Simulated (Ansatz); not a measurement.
# Ge wire along [111], 62 atoms a period, H-terminated: bands by functional

Aim: is the Ge wire along [111], 62 atoms a period, H-terminated a metal or a semiconductor?

Calculated with Ansatz 0.2.0; DFT PBE, plane waves, PAW; relaxation of a wire's period; PAW set soft_1, in the first sound run; inputs show where later runs differ.

Most raw output is cut from this account.

## 1. The structure

The cell holds 104 atoms: 62 Ge and 42 H. Its edges and angles: a = 21.566 Å, b = 21.499 Å, c = 9.977 Å, α = 90.0°, β = 90.0°, γ = 90.0°. Vacuum lies along a and b. The structure's axis is c.

## 2. The relaxed wire

Band widths follow the bond lengths, so the wire is relaxed first. The atoms and the third cell vector are free; the box across stays fixed as vacuum. A Fermi-Dirac smearing is set since the result may be a metal. The pressure printed is a third of the stress's trace over the whole box, vacuum included; only the stress along the axis is relaxed.

Input file input.yaml:

```yaml
crystal:
  lattice:
    - [21.566, 0.0, 0.0]
    - [0.0, 21.499, 0.0]
    - [0.0, 0.0, 9.9766126516]
  atoms:
    - { symbol: Ge, position: [0.311147278, 0.500002674, 0.0] }
    - { symbol: Ge, position: [0.405576821, 0.664069153, 0.0] }
    - { symbol: Ge, position: [0.500006364, 0.500002674, 0.0] }
    - { symbol: Ge, position: [0.594435908, 0.664069153, 0.0] }
    - { symbol: Ge, position: [0.311147278, 0.500002674, 0.25] }
    - { symbol: Ge, position: [0.405576821, 0.335936195, 0.25] }
    - { symbol: Ge, position: [0.405576821, 0.664069153, 0.25] }
    - { symbol: Ge, position: [0.500006364, 0.500002674, 0.25] }
    - { symbol: Ge, position: [0.594435908, 0.335936195, 0.25] }
    - { symbol: Ge, position: [0.594435908, 0.664069153, 0.25] }
    - { symbol: Ge, position: [0.688865451, 0.500002674, 0.25] }
    - { symbol: H, position: [0.157655569, 0.479519674, 0.281211434] }
    - { symbol: H, position: [0.216717735, 0.376902196, 0.281211434] }
    - { symbol: H, position: [0.252085112, 0.315453195, 0.281211434] }
    - { symbol: H, position: [0.252085112, 0.643586153, 0.281211434] }
    - { symbol: H, position: [0.311147278, 0.212835717, 0.281211434] }
    - { symbol: H, position: [0.346514655, 0.807652631, 0.281211434] }
    - { symbol: H, position: [0.464638987, 0.807652631, 0.281211434] }
    - { symbol: H, position: [0.500006364, 0.212835717, 0.281211434] }
    - { symbol: H, position: [0.535373742, 0.807652631, 0.281211434] }
    - { symbol: H, position: [0.653498073, 0.807652631, 0.281211434] }
    - { symbol: H, position: [0.688865451, 0.212835717, 0.281211434] }
    - { symbol: H, position: [0.747927617, 0.315453195, 0.281211434] }
    - { symbol: H, position: [0.747927617, 0.643586153, 0.281211434] }
    - { symbol: H, position: [0.783294994, 0.376902196, 0.281211434] }
    - { symbol: H, position: [0.84235716, 0.479519674, 0.281211434] }
    - { symbol: Ge, position: [0.216717735, 0.445313848, 0.333333333] }
    - { symbol: Ge, position: [0.311147278, 0.281247369, 0.333333333] }
    - { symbol: Ge, position: [0.311147278, 0.609380327, 0.333333333] }
    - { symbol: Ge, position: [0.405576821, 0.445313848, 0.333333333] }
[... 68 atom lines left out ...]
    - { symbol: H, position: [0.747927617, 0.356419195, 0.968788566] }
    - { symbol: H, position: [0.783294994, 0.623103152, 0.968788566] }
    - { symbol: H, position: [0.84235716, 0.520485674, 0.968788566] }
    - { symbol: Ge, position: [0.405576821, 0.335936195, 0.0] }
    - { symbol: Ge, position: [0.594435908, 0.335936195, 0.0] }
    - { symbol: Ge, position: [0.688865451, 0.500002674, 0.0] }
kpoints:
  mp_grid: { grid: [1, 1, 9] }
scf:
  occupations: { method: fermi_dirac, width: 0.05 }
hamiltonian:
  xc: pbe
  pseudopotentials: { kind: paw, azcp: { folder: soft_1 } }
relax:
  cell: { fix: [a, b, alpha, beta, gamma] }
  max_steps: 45
  f_tol: 0.03
```

Command:

```
$ ansatz run input.yaml --threads 16 --pin off --max-ram 61440MiB --backend cuda --events-out ev --progress --plain --runs-dir out --max-vram 78GiB
```

Elapsed: 22 s, on 1 × NVIDIA GB200 with 16 threads of Arm Neoverse V2, shared host; peak memory 2.3 GiB; 89 s of CPU time.

Relaxation path:

| step | energy less that of the first step (eV) | largest force component (eV/Å) | pressure (GPa) | volume (Å³) |
| --- | --- | --- | --- | --- |
| 1 | 0.0000 | 0.3972 | -0.36 | 4625.63 |
| 2 | -0.7269 | 0.2941 | -0.11 | 4613.85 |
| 3 | -0.8993 | 0.1286 | -0.03 | 4610.36 |
| 4 | -1.0494 | 0.1219 | 0.00 | 4609.90 |
| 5 | -1.1023 | 0.0496 | 0.01 | 4616.51 |
| 6 | -1.1118 | 0.0168 | 0.00 | 4614.03 |
| 7 | -1.1098 | 0.0168 | 0.00 | 4614.03 |

The run keeps the 4 symmetry operations that it works with, so distortions that break them were not tested.

| cell as run | before | after | change |
| --- | --- | --- | --- |
| c (Å) | 9.977 | 9.952 | -0.3 % |

The atoms that moved most (Å, along periodic axes as changes of fractional coordinates times the final cell, across vacuum about the mean position):

| atom | dx | dy | dz | length |
| --- | --- | --- | --- | --- |
| H93 | -0.372 | -0.133 | 0.109 | 0.410 |
| H18 | -0.372 | 0.133 | -0.109 | 0.410 |
| H95 | 0.372 | -0.133 | 0.109 | 0.410 |
| H20 | 0.372 | 0.133 | -0.109 | 0.410 |
| H23 | -0.071 | -0.388 | -0.109 | 0.410 |
| H14 | 0.071 | -0.388 | -0.109 | 0.410 |
| H98 | -0.071 | 0.388 | 0.109 | 0.410 |
| H89 | 0.071 | 0.388 | 0.109 | 0.410 |

Numbers from this step:

```
cell length along the wire : 9.952 Å
```

The cell's length comes to 9.952 Å with spin left out.

## 3. The wire at its relaxed period

This step: DFT PBE, plane waves, PAW; bands of a perfect wire; PAW set soft_1 (Ansatz 0.2.0).

At the relaxed period the bands are computed along the axis; those that cross an energy going forward count the channels that a perfect wire would open there.

Input file input.yaml:

```yaml
crystal:
  lattice:
    - [21.566, 0.0, 0.0]
    - [0.0, 21.499, 0.0]
    - [0.0, 0.0, 9.9515955737]
  atoms:
    - { symbol: Ge, position: [0.311571883, 0.500052115, 7.3294e-05] }
    - { symbol: Ge, position: [0.405739455, 0.663667545, 7.3089e-05] }
    - { symbol: Ge, position: [0.5, 0.49999965, 0.999954507] }
    - { symbol: Ge, position: [0.594260545, 0.663667545, 7.3089e-05] }
    - { symbol: Ge, position: [0.311571883, 0.499947885, 0.249926706] }
    - { symbol: Ge, position: [0.405739455, 0.336332455, 0.249926911] }
    - { symbol: Ge, position: [0.40583075, 0.663721757, 0.249927049] }
    - { symbol: Ge, position: [0.5, 0.50000035, 0.250045493] }
    - { symbol: Ge, position: [0.594260545, 0.336332455, 0.249926911] }
    - { symbol: Ge, position: [0.59416925, 0.663721757, 0.249927049] }
    - { symbol: Ge, position: [0.688428117, 0.499947885, 0.249926706] }
    - { symbol: H, position: [0.160549018, 0.496391855, 0.295765369] }
    - { symbol: H, position: [0.202759193, 0.388789988, 0.270220726] }
    - { symbol: H, position: [0.25536581, 0.29738134, 0.270219464] }
    - { symbol: H, position: [0.254771102, 0.642022169, 0.284143448] }
    - { symbol: H, position: [0.327157633, 0.206912426, 0.295760746] }
    - { symbol: H, position: [0.333385629, 0.796694301, 0.29575955] }
    - { symbol: H, position: [0.447387194, 0.813830203, 0.270211578] }
    - { symbol: H, position: [0.5, 0.215952624, 0.284140148] }
    - { symbol: H, position: [0.552612806, 0.813830203, 0.270211578] }
    - { symbol: H, position: [0.666614371, 0.796694301, 0.29575955] }
    - { symbol: H, position: [0.672842367, 0.206912426, 0.295760746] }
    - { symbol: H, position: [0.74463419, 0.29738134, 0.270219464] }
    - { symbol: H, position: [0.745228898, 0.642022169, 0.284143448] }
    - { symbol: H, position: [0.797240807, 0.388789988, 0.270220726] }
    - { symbol: H, position: [0.839450982, 0.496391855, 0.295765369] }
    - { symbol: Ge, position: [0.215028269, 0.453013084, 0.335041739] }
    - { symbol: Ge, position: [0.316946545, 0.275928978, 0.335042304] }
    - { symbol: Ge, position: [0.313836137, 0.607817832, 0.335964545] }
    - { symbol: Ge, position: [0.405371732, 0.445195495, 0.333189389] }
[... 68 atom lines left out ...]
    - { symbol: H, position: [0.745228898, 0.357977831, 0.965856552] }
    - { symbol: H, position: [0.797240807, 0.611210012, 0.979779274] }
    - { symbol: H, position: [0.839450982, 0.503608145, 0.954234631] }
    - { symbol: Ge, position: [0.40583075, 0.336278243, 7.2951e-05] }
    - { symbol: Ge, position: [0.59416925, 0.336278243, 7.2951e-05] }
    - { symbol: Ge, position: [0.688428117, 0.500052115, 7.3294e-05] }
kpoints:
  mp_grid: { grid: [1, 1, 9] }
  band_path: { path: ["Γ", Z], npoints: 90 }
scf:
  occupations: { method: fermi_dirac, width: 0.05 }
hamiltonian:
  xc: pbe
  pseudopotentials: { kind: paw, azcp: { folder: soft_1 } }
output:
  dos: { e_range: [-5, 4] }
  write_potential: true
  write_density: true
  volumetric_format: npy
```

Run time: 46 s. Hardware: 1 × NVIDIA GB200 with 16 threads; peak memory 5.9 GiB; 3.6 min of CPU time.

This step gave:

```yaml
band_gap: 1.544 eV
```

Electronic bands along the path, in eV, zero at the Fermi level; v1 is the highest filled band, c1 the lowest empty one:

| point | v4 | v3 | v2 | v1 | c1 | c2 | c3 | c4 |
| --- | --- | --- | --- | --- | --- | --- | --- | --- |
| Γ | -1.36 | -1.24 | -1.24 | -0.73 | 0.82 | 1.14 | 1.14 | 1.15 |
| halfway | -1.48 | -1.32 | -1.25 | -1.25 | 0.99 | 0.99 | 1.01 | 1.14 |
| Z | -1.49 | -1.49 | -1.41 | -1.41 | 0.82 | 0.83 | 0.83 | 1.08 |

The gap is 1.54 eV, with spin left out.

The path shows a direct gap of 1.54 eV (valence top at Γ, conduction bottom at Γ).

## 4. Levels at the same atoms, cutoff 500 eV, k-mesh 1×1×7

This step: DFT r2SCAN, plane waves, PAW; bands of a perfect wire at the PBE geometry; PAW set soft_1 (Ansatz 0.2.0).

The atoms stay at the PBE geometry and the functional changes. r2SCAN also reads the kinetic-energy density; it often gives larger moments and wider gaps than PBE, at a higher cost. Against the first PBE run of this kind, the cutoff is 500 eV against 420 and the mesh along the wire has 7 points against 9.

Edit input.yaml of step 3 so:

```diff
@@ -44,3 +44,3 @@
 kpoints:
-  mp_grid: { grid: [1, 1, 9] }
+  mp_grid: { grid: [1, 1, 7] }
   band_path: { path: ["Γ", Z], npoints: 90 }
@@ -49,8 +49,3 @@
 hamiltonian:
-  xc: pbe
+  xc: r2scan
   pseudopotentials: { kind: paw, azcp: { folder: soft_1 } }
-output:
-  dos: { e_range: [-5, 4] }
-  write_potential: true
-  write_density: true
-  volumetric_format: npy
```

Elapsed: 65 s, on 1 × NVIDIA GB200 with 16 threads; peak memory 7 GiB.

Numbers from this step:

- band gap: 1.835 eV

Electronic bands along the path, in eV, zero at the Fermi level; v1 is the highest filled band, c1 the lowest empty one:

| point | v4 | v3 | v2 | v1 | c1 | c2 | c3 | c4 |
| --- | --- | --- | --- | --- | --- | --- | --- | --- |
| Γ | -1.53 | -1.42 | -1.42 | -0.88 | 1.02 | 1.25 | 1.25 | 1.25 |
| halfway | -1.67 | -1.49 | -1.43 | -1.43 | 1.13 | 1.13 | 1.13 | 1.30 |
| Z | -1.68 | -1.68 | -1.60 | -1.60 | 0.96 | 0.97 | 0.97 | 1.25 |

The gap is 1.84 eV, against 1.54 eV under PBE at the relaxed period.

## 5. Summary of results

| Item | Value |
| --- | --- |
| cell length, PBE | 9.952 Å |
| gap, PBE | 1.54 eV |
| gap, r2SCAN | 1.84 eV |

Under PBE the cell's length is 9.95 Å, and a gap of 1.54 eV makes it a semiconductor. At the relaxed period the wire is gapped under every functional, from 1.54 eV (PBE) to 1.84 eV (r2SCAN). Weak screening in one dimension makes quasiparticle gaps larger than the semilocal gaps, as a rule.

[Logs are printed without paths, hosts, clocks, repeated set-up lines and the standing remarks that a program may print on its own settings, such as how far it seeks lower states.]

[Hosts, paths, dates, database ids (printed as entryN), source tags and the programs' standing remarks are cut or masked in the printed files.]
